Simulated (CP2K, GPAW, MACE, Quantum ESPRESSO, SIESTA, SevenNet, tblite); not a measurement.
**Other levels on glassy 58SiO2-42ZnO (mol %) (67 atoms)**

Density of this cell: 3.19 g/cm³. The cell holds 67 atoms: 15 Si, 11 Zn and 41 O. Its edges and angles: a = 9.780 Å, b = 9.780 Å, c = 9.780 Å, α = 90.0°, β = 90.0°, γ = 90.0°. 67 atoms (15 Si, 11 Zn, 41 O) placed at random at 3.12 g/cm³, melted at 4000 K for 10 ps at fixed volume with the Morse and Coulomb pair potential with partial charges (Pedone, Malavasi, Menziani, Cormack and Segre, J. Phys. Chem. B 110, 11780 (2006)). Quenched from 4000 K to 300 K at 500 K/ps and fixed volume, held 10 ps at zero pressure. Then every atom was moved at random, 0.02 Å r.m.s. a Cartesian component.

Geometry: as built.

The reference, a calculation:

| Item | Value |
| --- | --- |
| method | Kohn-Sham DFT, PBE, SSSP efficiency 1.3.0 pseudopotentials, plane waves (Quantum ESPRESSO 7.5); sssp-pbe-1.3.0-efficiency, cutoffs 60/480 Ry, Γ point |
| r.m.s. force component | 1.738 eV/Å |
| longest force | 7.029 eV/Å |
| pressure | 4.651 GPa |
| gap (highest filled to lowest empty level) | 2.243 eV |
| time | 3.5 min on 4 MPI ranks of Arm Neoverse N1, shared host |
| CPU time | 14 min |

**Question.** The same geometry is run in other programs. How far does each lie from the reference, and what does it cost?
- GPAW PBE, LCAO dzp, h 0.18 Å (GPAW 26.7.0; 1 thread)
- GPAW PBE, LCAO szp(dzp), h 0.18 Å (GPAW 26.7.0; 1 thread)
- CP2K PBE, SZV-MOLOPT-SR, 800/50 Ry, TRS4 filter 1e-03, SCF 1e-04 (CP2K 2026.2; 2 threads)
- CP2K PBE, SZV-MOLOPT-SR, 800/50 Ry, OT CG (CP2K 2026.2; 2 threads)
- GPAW PBE, LCAO dzp, h 0.18 Å, other mixer settings (GPAW 26.7.0; 1 thread)
- SIESTA PBE, DZP, shift 0.01 Ry, mesh 500 Ry (SIESTA 5.4.2; 2 MPI ranks)
- QE PBE, sg15-1.2, 60/240 Ry (Quantum ESPRESSO 7.5; 2 MPI ranks)
- CP2K PBE, DZVP-MOLOPT-SR, 800/70 Ry, OT CG (CP2K 2026.2; 4 MPI ranks)
- GPAW PBE, LCAO sz(dzp), h 0.18 Å (GPAW 26.7.0; 1 thread)
- SevenNet l3i5 potential (SevenNet l3i5; 1 thread)

Differences are against the plane-wave reference, forces as r.m.s. over components; share is that over the reference's r.m.s. force, slope the least-squares factor from reference forces to these. Total energies of different programs have different zeros and aren't compared.

```
                                                                      run  Δ force, r.m.s. (meV/Å)  share (%)  slope  Δ pressure (GPa)  Δ gap (eV)  cores  CPU time  memory (GiB)
                                                                reference                        -          -      -                 -           -      4    14 min           2.8
                                             GPAW PBE, LCAO dzp, h 0.18 Å                      338       19.4  1.116                 -     -0.0966      1   3.9 min           1.4
                               GPAW PBE, LCAO szp(dzp), h 0.18 Å (coarse)                      340       19.6  1.090                 -      -0.150      1   2.7 min           1.4
CP2K PBE, SZV-MOLOPT-SR, 800/50 Ry, TRS4 filter 1e-03, SCF 1e-04 (coarse)                     1251       72.0  1.383              18.8           -      2      82 s           2.1
                       CP2K PBE, SZV-MOLOPT-SR, 800/50 Ry, OT CG (coarse)                     1276       73.5  1.399              17.1      -0.077      2    13 min           2.1
                       GPAW PBE, LCAO dzp, h 0.18 Å, other mixer settings                      338       19.5  1.117                 -     -0.0969      1   4.8 min           1.4
                              SIESTA PBE, DZP, shift 0.01 Ry, mesh 500 Ry                      242       13.9  1.063             0.552       0.244      2   6.8 min           1.7
                                     QE PBE, sg15-1.2, 60/240 Ry (coarse)                     52.4       3.02  0.983             -13.0      0.0299      2   7.9 min           1.1
                               CP2K PBE, DZVP-MOLOPT-SR, 800/70 Ry, OT CG                      119       6.87  0.970            0.0717     -0.0125      4    31 min           3.5
                                GPAW PBE, LCAO sz(dzp), h 0.18 Å (coarse)                     1231       70.8  1.346                 -      -0.359      1      88 s           1.2
                                                  SevenNet l3i5 potential                     67.9       3.91  0.982            0.0078           -      1      16 s           1.2
```

Rows marked coarse were listed beforehand as settings not expected to be converged; some can still land near the reference.

Times of the machine-learned potentials are mostly Python's start and the loading of weights.

CPU time is summed over cores on a shared host, where runs went side by side, so it is rough. Symmetry, cutoffs, thresholds, outputs and thread counts weren't matched or tuned between programs; memory under MPI is the largest rank's times the ranks.

The PBE runs in local orbitals, coarse settings apart, differ by 6.9 % (CP2K PBE, DZVP-MOLOPT-SR, 800/70 Ry, OT CG) to 19 % (GPAW PBE, LCAO dzp, h 0.18 Å, other mixer settings); basis, grid and potentials can all enter. Machine-learned potentials differ by 3.9 % (SevenNet l3i5 potential); they were trained on other programs' data. CP2K PBE, SZV-MOLOPT-SR, 800/50 Ry, OT CG needed 72 SCF steps, so its time overstates the method's usual cost. Runs with settings chosen to be coarse differ by 3.0 % (QE PBE, sg15-1.2, 60/240 Ry) to 73 % (CP2K PBE, SZV-MOLOPT-SR, 800/50 Ry, OT CG), their programs' other errors included. Machine-learned potentials mimic data converged in k, so the reference's own k-point error enters their differences. The network of bonds at the start is that of the classical potential that made the cell, and needn't be the one that DFT or experiment would give. The electronic-structure runs sample only Γ, in a cell whose shortest periodic width is 10 Å.

[Logs are printed without paths, hosts, clocks, repeated set-up lines and the standing remarks that a program may print on its own settings, such as how far it seeks lower states.]

[Hosts, paths, dates, database ids (printed as entryN), source tags and the programs' standing remarks are cut or masked in the printed files.]
